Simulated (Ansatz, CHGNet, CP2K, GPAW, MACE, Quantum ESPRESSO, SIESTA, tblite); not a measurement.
# How far do other methods lie from plane waves? Glassy 86SiO2-5SrO-5ZnO-5MgO (mol %) (63 atoms)

One geometry of glassy 86SiO2-5SrO-5ZnO-5MgO (mol %) (63 atoms) is solved by several programs and methods. How far do their forces lie from a plane-wave PBE run?

Results are calculated, not measured.

### Step 1. The structure

The cell holds 63 atoms (19 Si, 1 Sr, 1 Zn, 1 Mg and 41 O), with edges of 9.66, 9.66 and 9.66 Å. Recipe: 63 atoms (19 Si, 1 Sr, 1 Zn, 1 Mg, 41 O) placed at random at 2.44 g/cm³, melted at 4000 K for 10 ps at fixed volume with the Morse and Coulomb pair potential with partial charges (Pedone, Malavasi, Menziani, Cormack and Segre, J. Phys. Chem. B 110, 11780 (2006)). Quenched from 4000 K to 300 K at 50 K/ps and fixed volume, held 10 ps at zero pressure. Then every atom was moved at random, 0.05 Å r.m.s. a Cartesian component. The density is 2.52 g/cm³.

### Step 2. The reference input

Quantum ESPRESSO 7.5: Kohn-Sham DFT, PBE, SSSP efficiency 1.3.0 pseudopotentials, plane waves. Its input, pw.in:

```
&control
  calculation = 'scf'
  pseudo_dir = './pseudo'
  outdir = './tmp'
  disk_io = 'none'
  tprnfor = .true.
  tstress = .true.
/
&system
  ibrav = 0
  nat = 63
  ntyp = 5
  ecutwfc = 60
  ecutrho = 480
  nosym = .true.
  occupations = 'smearing'
  smearing = 'fd'
  degauss = 0.003675
/
&electrons
  conv_thr = 3.2e-07
  electron_maxstep = 100
  mixing_beta = 0.4
  mixing_mode = 'plain'
  diagonalization = 'david'
/
ATOMIC_SPECIES
Si 28.085 Si.upf
Sr 87.620 Sr.upf
Zn 65.380 Zn.upf
Mg 24.305 Mg.upf
O 15.999 O.upf
CELL_PARAMETERS angstrom
9.65803 0.00000 0.00000
0.00000 9.65803 0.00000
0.00000 0.00000 9.65803
ATOMIC_POSITIONS crystal
Si 0.59793 0.17999 0.24857
Si 0.81804 0.77629 0.57151
Si 0.35836 0.01001 0.08947
Si 0.28479 0.52112 0.05350
[... 57 atom lines left out ...]
O 0.70070 0.22484 0.11974
O 0.96431 0.24781 0.10660
K_POINTS gamma
```

```console
$ OMP_NUM_THREADS=1 mpirun -np 2 pw.x -in pw.in > output.txt
```

It took 3.3 min on 2 MPI ranks of Arm Neoverse V1, shared host; peak memory 2.6 GiB; 6.6 min of CPU time.

It converged with an r.m.s. force component of 2.7 eV/Å and a pressure of 5.8 GPa.

Its highest filled and lowest empty levels lie 2.47 eV apart on its k-points.

### Step 3. The other programs

- CHGNet: machine-learned potential, published weights.
- CP2K 2026.2: Gaussian basis with GTH pseudopotentials and a plane-wave density; labels give functional, basis (MOLOPT sets; SR short-range, UZH the newer set with its own potentials), grid cutoff/relative cutoff and solver (OT: orbital transformation; TRS4, TC2, SIGN: linear-scaling purification with its sparsity filter), or its built-in tight binding.
- GPAW 26.7.0: PAW with atomic orbitals (LCAO), plane waves or a real-space grid of spacing h.
- MACE: machine-learned potential, published weights.
- SIESTA 5.4.2: numerical atomic orbitals, whose automatically made sets are far from complete, with PseudoDojo norm-conserving potentials that we converted to its format (checked against plane waves on the same files for H, C, O, Si, Ge and Ca alone); labels give functional, basis size, energy shift and mesh cutoff.
- tblite 0.8.0: extended tight binding, driven from Python.

All use the same cell and atoms, and the electronic-structure runs the same k-mesh.

### Step 4. Side by side

Differences are against the reference: forces as r.m.s. over components, share as that over the reference's r.m.s. force, slope as the fitted ratio of a run's forces to the reference's.

```tsv
run	Δ force, r.m.s. (meV/Å)	share (%)	slope	Δ pressure (GPa)	Δ gap (eV)	cores	CPU time	memory (GiB)
reference	-	-	-	-	-	2	6.6 min	2.6
CHGNet 0.3.0 potential	183	6.82	0.980	-0.138	-	1	3.6 s	0.95
CP2K PBE, DZVP-MOLOPT-SR, 1200/50 Ry, TRS4 filter 1e-03, SCF 1e-04 (coarse)	330	12.3	0.958	0.453	-	2	2.7 min	3.6
CP2K PBE, DZVP-MOLOPT-SR, 1200/50 Ry, diagonalisation	148	5.53	0.972	-0.232	-0.0302	2	4 min	8.0
CP2K PBE, DZVP-MOLOPT-SR, 420/50 Ry, diagonalisation (coarse)	463	17.3	0.969	-0.229	-0.0429	2	2 min	1.6
GPAW PBE, LCAO dzp, h 0.18 Å	352	13.1	1.079	-	-0.202	1	96 s	1.1
GPAW PBE, LCAO dzp, h 0.25 Å (coarse)	372	13.9	1.079	-	-0.209	1	57 s	0.67
GPAW PBE, LCAO sz(dzp), h 0.18 Å (coarse)	1029	38.4	1.190	-	-0.501	1	38 s	0.9
GPAW PBE, LCAO szp(dzp), h 0.18 Å (coarse)	358	13.4	1.066	-	-0.404	1	74 s	1.1
MACE MP-0b3 medium potential	111	4.13	0.979	-0.351	-	1	7 s	0.95
MACE MPA-0 medium potential	105	3.90	0.985	-0.304	-	1	7.1 s	0.95
SIESTA PBE, DZP, shift 0.01 Ry, mesh 500 Ry	239	8.92	1.028	2.02	-0.154	2	5 min	1.9
tblite GFN1-xTB	656	24.4	0.868	2.81	-	1	3.9 s	0.13
```

Rows marked coarse use a setting chosen to be so.

Times of the machine-learned potentials are mostly Python's start and the loading of weights.

CPU time is summed over cores on shared hosts, so it is rough.

### Step 5. What came out

Forces lie from 3.9 % (MACE MPA-0 medium potential) to 38 % (GPAW PBE, LCAO sz(dzp), h 0.18 Å, coarse) of the reference's r.m.s. force of 2.7 eV/Å away from it. The PBE runs in local orbitals, coarse settings apart, differ by 5.5 % (CP2K PBE, DZVP-MOLOPT-SR, 1200/50 Ry, diagonalisation) to 13 % (GPAW PBE, LCAO dzp, h 0.18 Å); basis, grid and potentials can all enter. Tight binding differs by 24 % (tblite GFN1-xTB); it is another model, with fitted parameters of its own, and the xTB methods hold dispersion. Machine-learned potentials differ by 3.9 % (MACE MPA-0 medium potential) to 6.8 % (CHGNet 0.3.0 potential); they were trained on other programs' data.

Runs with settings chosen to be coarse differ by 12 % (CP2K PBE, DZVP-MOLOPT-SR, 1200/50 Ry, TRS4 filter 1e-03, SCF 1e-04) to 38 % (GPAW PBE, LCAO sz(dzp), h 0.18 Å), their programs' other errors included. GPAW PBE, LCAO sz(dzp), h 0.18 Å stiffens the forces by a factor of 1.19 while following their directions (correlation 0.963); the slopes of the 4 GPAW runs lie between 1.07 and 1.19. From CP2K PBE, DZVP-MOLOPT-SR, 420/50 Ry, diagonalisation to the finer CP2K PBE, DZVP-MOLOPT-SR, 1200/50 Ry, diagonalisation the share falls from 17 to 5.5 %. From GPAW PBE, LCAO dzp, h 0.25 Å to the finer GPAW PBE, LCAO dzp, h 0.18 Å the share falls from 14 to 13 %. Pressures at PBE, coarse settings apart, lie -0.23 to +2.02 GPa from the reference's. Gaps at PBE, coarse settings apart, lie -0.20 to -0.03 eV from the reference's.

Caveats: Periodic xTB results under one method name differ between programs and library versions. Forces of 2.7 eV/Å r.m.s. are well above thermal ones: they come largely from the bond lengths of the classical model and from the random displacements, and they dominate the comparison. The potentials hold different valence shells: 354 electrons in the reference, 362 in SIESTA; this bears on time and differences. The reference's pressure holds the uncorrected Pulay stress of its 60 Ry basis, so small pressure differences, may be the reference's own error. Machine-learned potentials mimic data converged in k, so the reference's own k-point error enters their differences. The quench rate of 50 K/ps is many orders above laboratory rates, so the cell is likely richer in defects and strain than a real sample. The network of bonds at the start is that of the classical potential that made the cell, and needn't be the one that DFT or experiment would give. The electronic-structure runs sample only Γ, in a cell whose shortest periodic width is 10 Å. Where levels are smeared, the DFT runs use Fermi–Dirac occupations at 580 K (0.05 eV), and energies are free energies. The atoms were displaced at random, and shares hang on the size of the forces that this gives. The reference's cutoffs and mesh weren't converged further here.

[Long decimals in the printed logs are rounded to 6 places.]

[Logs are printed without paths, hosts, clocks, repeated set-up lines and the standing remarks that a program may print on its own settings, such as how far it seeks lower states.]

[Hosts, paths, dates, database ids (printed as entryN), source tags and the programs' standing remarks are cut or masked in the printed files.]

[Only finished runs are shown, without SIESTA runs on faulty potentials for Cu, Fe, Ni or Zn; cells were taken only where this reference lay near another plane-wave run.]
